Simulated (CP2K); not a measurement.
Two runs for the Si L₂,₃ edge of trimethylsilane. Run A: CP2K XAS_TDP, all-electron GAPW, PBEh(45%), aug-pc-1, TDA, ZORA, spin–orbit coupling. Run B differs in one setting.

First lines with a strength over 0.0003. A:

| atom | energy (eV) | states | strength, one atom |
| --- | --- | --- | --- |
| Si2 (bonded to 3 C and H) | 101.51 | 2 | 0.0021 |
|  | 101.57 | 1 | 0.0003 |
|  | 101.65 | 3 | 0.0007 |
|  | 101.74 | 2 | 0.0005 |
|  | 101.82 | 2 | 0.0042 |

B:

| atom | energy (eV) | states | strength, one atom |
| --- | --- | --- | --- |
| Si2 (bonded to 3 C and H) | 102.58 | 2 | 0.0025 |
|  | 102.78 | 3 | 0.0006 |
|  | 102.86 | 2 | 0.0004 |
|  | 102.91 | 4 | 0.0041 |
|  | 102.94 | 2 | 0.0018 |

**Question.** Which was it: the functional, GW2X switched on, the basis?

The functional (functional from PBEh(45%) to BHandHLYP; the lines alone don't name the new value). A functional moves all lines by electronvolts and changes their spacings and strengths. The lowest line over the strength cut lies at 102.58 eV, against 101.51 eV (PBEh(45%), aug-pc-1).

[Hosts, paths, dates, database ids (printed as entryN), source tags and the programs' standing remarks are cut or masked in the printed files.]
